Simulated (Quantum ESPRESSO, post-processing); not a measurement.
# F on hollow sites of Mo(110): a series in the coverage, part 2 of 2

Aim: how the results for F on hollow sites of Mo(110) change with the coverage.

Quantum ESPRESSO 7.5; plane-wave DFT, PBE, GBRV ultrasoft pseudopotentials.

So far. Step 8 (Ground state, 0.1111 ML): Inside the slab this potential holds the local part of the pseudopotentials, which can be repulsive at the nuclei; only its value in the vacuum has a meaning of its own. Step 9 (Relaxing the ions, 0.75 ML): The relaxation lowers the energy by 23 meV an atom. On the free atoms the largest force ends at 0.053 eV/Å.

### 10. Self-consistent run, 0.75 ML

File m7.esm.in:

```
&control
  prefix = 'm7.esm'
  outdir = './out'
  pseudo_dir = './pseudo'
  calculation = 'scf'
  tprnfor = .true.
/
&system
  ibrav = 0
  nat = 15
  ntyp = 2
  ecutwfc = 40
  ecutrho = 200
  occupations = 'smearing'
  smearing = 'mv'
  degauss = 0.02
  assume_isolated = 'esm'
  esm_bc = 'bc1'
/
&electrons
  conv_thr = 1e-07
  mixing_beta = 0.25
  electron_maxstep = 160
  mixing_mode = 'local-TF'
  mixing_ndim = 12
/
ATOMIC_SPECIES
  Mo  95.9500  mo_pbe_v1.uspp.F.UPF
  F   18.9984  f_pbe_v1.4.uspp.F.UPF
CELL_PARAMETERS angstrom
  4.46690354560001 -3.15857778800000 0.00000000000000
  4.46690354560001 3.15857778800000 0.00000000000000
  0.00000000000000 0.00000000000000 19.97804674610371
ATOMIC_POSITIONS crystal
  Mo  0.830000000000 0.330000000000 -0.148250741300
  Mo  0.330000000000 0.830000000000 -0.148250741300
  Mo  0.330000000000 0.330000000000 -0.148250741300
  Mo  0.830000000000 0.830000000000 -0.148250741300
  Mo  0.080000000000 0.580000000000 -0.036455439100
  Mo  0.580000000000 0.080000000000 -0.036455439100
  Mo  0.580000000000 0.580000000000 -0.036455439100
  Mo  0.080000000000 0.080000000000 -0.036455439100
  Mo  0.835112996200 0.322292816700 0.073134518100
  Mo  0.322292816700 0.835112996200 0.073134518100
  Mo  0.329927996800 0.329927996800 0.072699224500
  Mo  0.860257441000 0.860257441000 0.074688924300
  F   -0.004096420000 0.490620541600 0.148250741300
  F   0.490620541600 -0.004096420000 0.148250741300
  F   0.504114991900 0.504114991900 0.143822515600
K_POINTS automatic
  5 5 1 0 0 0
```

The run is started by

```bash
$ OMP_NUM_THREADS=1 mpirun -n 16 pw.x -nk 2 -in m7.esm.in > m7.esm.out
```

The job ended after 2.7 min (16 MPI ranks of Arm Neoverse V2, shared host; peak memory 1.9 GiB; 42 min of CPU time).

Numbers from this step:

| Quantity | Value |
| --- | --- |
| free energy | -24728.6379 eV |
| Fermi energy | -5.002 eV |
| vacuum line at the lower end of the cell, over the Fermi level | 4.757 eV |
| vacuum line at the upper end of the cell, over the Fermi level | 5.247 eV |

Inside the slab this potential holds the local part of the pseudopotentials, which can be repulsive at the nuclei; only its value in the vacuum has a meaning of its own.

### 11. Relaxing the ions, 1 ML

System of this step: Mo(110), 3 layers, 1 sites a cell, 1 F on hollow sites. The cell holds 4 atoms: 3 Mo and 1 F. Cell: a = 2.735 Å, b = 2.735 Å, c = 19.978 Å, α = 90.0°, β = 90.0°, γ = 70.5°. It derives from Mo. Vacuum lies along c.

File m8.relax.in:

```
&control
  prefix = 'm8.relax'
  outdir = './out'
  pseudo_dir = './pseudo'
  nstep = 70
  forc_conv_thr = 0.0015
  calculation = 'relax'
/
&system
  ibrav = 0
  nat = 4
  ntyp = 2
  ecutwfc = 40
  ecutrho = 200
  occupations = 'smearing'
  smearing = 'mv'
  degauss = 0.02
/
&electrons
  conv_thr = 1e-07
  mixing_beta = 0.3
  electron_maxstep = 120
  mixing_mode = 'local-TF'
/
&ions
/
ATOMIC_SPECIES
  Mo  95.9500  mo_pbe_v1.uspp.F.UPF
  F   18.9984  f_pbe_v1.4.uspp.F.UPF
CELL_PARAMETERS angstrom
  2.23345177280000 -1.57928889400000 0.00000000000000
  2.23345177280000 1.57928889400000 0.00000000000000
  0.00000000000000 0.00000000000000 19.97804674610371
ATOMIC_POSITIONS crystal
  Mo  0.660000000000 0.660000000000 0.351338738983 0 0 0
  Mo  0.160000000000 0.160000000000 0.463134041155 0 0 0
  Mo  0.660000000000 0.660000000000 0.574929343328
  F   0.000000000000 0.000000000000 0.648661261017
K_POINTS automatic
  9 9 1 0 0 0
```

The run is started by

```bash
$ OMP_NUM_THREADS=1 mpirun -n 16 pw.x -nk 4 -in m8.relax.in > m8.relax.out
```

It took 75 s on 16 MPI ranks; peak memory 0.96 GiB; 20 min of CPU time.

The steps of the relaxation:

| step | energy less that of the first step (eV) | largest force (eV/Å) |
| --- | --- | --- |
| 1 | 0.0000 | 0.7216 |
| 2 | -0.0101 | 0.5259 |
| 3 | -0.0179 | 0.3637 |
| 4 | -0.0248 | 0.1855 |
| 5 | -0.0273 | 0.1796 |
| 6 | -0.0280 | 0.1400 |
| 7 | -0.0285 | 0.1066 |
| 8 | -0.0292 | 0.0938 |
| 9 | -0.0299 | 0.1132 |
| 10 | -0.0304 | 0.0937 |
| 11 | -0.0307 | 0.0544 |
| 12 | -0.0307 | 0.0279 |

The atoms that moved most (Å):

```
atom     dx     dy      dz  length
 Mo3  0.069  0.000  -0.066   0.095
  F4  0.007  0.000  -0.039   0.040
```

The relaxation lowers the energy by 8 meV an atom. On the free atoms the largest force ends at 0.028 eV/Å.

Read from the output:

```
free energy  : -6347.8148 eV
Fermi energy : 4.406 eV
```

### 12. SCF with pw.x, 1 ML

File m8.esm.in:

```
&control
  prefix = 'm8.esm'
  outdir = './out'
  pseudo_dir = './pseudo'
  calculation = 'scf'
  tprnfor = .true.
/
&system
  ibrav = 0
  nat = 4
  ntyp = 2
  ecutwfc = 40
  ecutrho = 200
  occupations = 'smearing'
  smearing = 'mv'
  degauss = 0.02
  assume_isolated = 'esm'
  esm_bc = 'bc1'
/
&electrons
  conv_thr = 1e-07
  mixing_beta = 0.25
  electron_maxstep = 160
  mixing_mode = 'local-TF'
  mixing_ndim = 12
/
ATOMIC_SPECIES
  Mo  95.9500  mo_pbe_v1.uspp.F.UPF
  F   18.9984  f_pbe_v1.4.uspp.F.UPF
CELL_PARAMETERS angstrom
  2.23345177280000 -1.57928889400000 0.00000000000000
  2.23345177280000 1.57928889400000 0.00000000000000
  0.00000000000000 0.00000000000000 19.97804674610371
ATOMIC_POSITIONS crystal
  Mo  0.660000000000 0.660000000000 -0.147688776550
  Mo  0.160000000000 0.160000000000 -0.035893474350
  Mo  0.675443106600 0.675443106600 0.072621215250
  F   0.001672138700 0.001672138700 0.147688776550
K_POINTS automatic
  9 9 1 0 0 0
```

The run is started by

```bash
$ OMP_NUM_THREADS=1 mpirun -n 16 pw.x -nk 4 -in m8.esm.in > m8.esm.out
```

Elapsed: 17 s, on 16 MPI ranks; peak memory 0.96 GiB; 4.4 min of CPU time.

Numbers from this step:

* free energy: -6347.8132 eV
* Fermi energy: -5.264 eV
* vacuum line at the lower end of the cell, over the Fermi level: 4.790 eV
* vacuum line at the upper end of the cell, over the Fermi level: 5.739 eV

Inside the slab this potential holds the local part of the pseudopotentials, which can be repulsive at the nuclei; only its value in the vacuum has a meaning of its own.

### 13. The series side by side

The series in one table:

| the coverage | adsorption energy an atom, from the free molecule (eV) | work function of the upper face (eV) | work function of the lower face (eV) |
| --- | --- | --- | --- |
| 0 ML | - | 4.715 | 4.715 |
| 0.1111 ML | - | 4.698 | 4.778 |
| 0.1667 ML | - | 4.722 | 4.775 |
| 0.25 ML | - | 4.77 | 4.8 |
| 0.3333 ML | - | 4.821 | 4.764 |
| 0.5 ML | -3.9 | 5.015 | 4.754 |
| 0.6667 ML | -3.781 | 5.146 | 4.765 |
| 0.75 ML | -3.767 | 5.247 | 4.757 |
| 1 ML | -3.65 | 5.739 | 4.79 |

### 14. The arithmetic

At 1 ML: E_ads = [-6347.8132 − 1 × (-5684.8478)]/1 − (-1318.6309)/2 = -3.650 eV. Cells and meshes differ along the series, and any error of the slab's energy is multiplied by the number of slab cells an adsorbate, so no value is given under half a monolayer.

### 15. Outcome

```
adsorption energy an atom, from the free molecule, at 0.5 ML and at 1 ML : -3.90, -3.65 eV
work function of the upper face, at 0 ML and at 1 ML                     : 4.72, 5.74 eV
```

In words: The series holds 9 members (PBE, GBRV ultrasoft). From 0.5 ML to 1 ML the adsorption energy an atom, from the free molecule rises from -3.90 to -3.65 eV. From 0 ML to 1 ML the work function of the upper face goes from 4.72 to 5.74 eV, not quite steadily. The untouched lower face should keep its work function but moves by 0.08 eV, since the slab is thin and cells, meshes or relaxed layers differ between members; changes of the upper face are uncertain by about as much. Thin slabs, one site and one ordered pattern a coverage; no reconstruction or subsurface sites; meshes differ a little between cells.

[Logs are printed without paths, hosts, clocks, repeated set-up lines and the standing remarks that a program may print on its own settings, such as how far it seeks lower states.]

[Hosts, paths, dates, database ids (printed as entryN), source tags and the programs' standing remarks are cut or masked in the printed files.]

[Maps of the electrostatic potential energy from Ansatz leave out the sawtooth potential of an applied field or a dipole correction, so their vacuum need not be flat; planar profiles and work functions include it.]
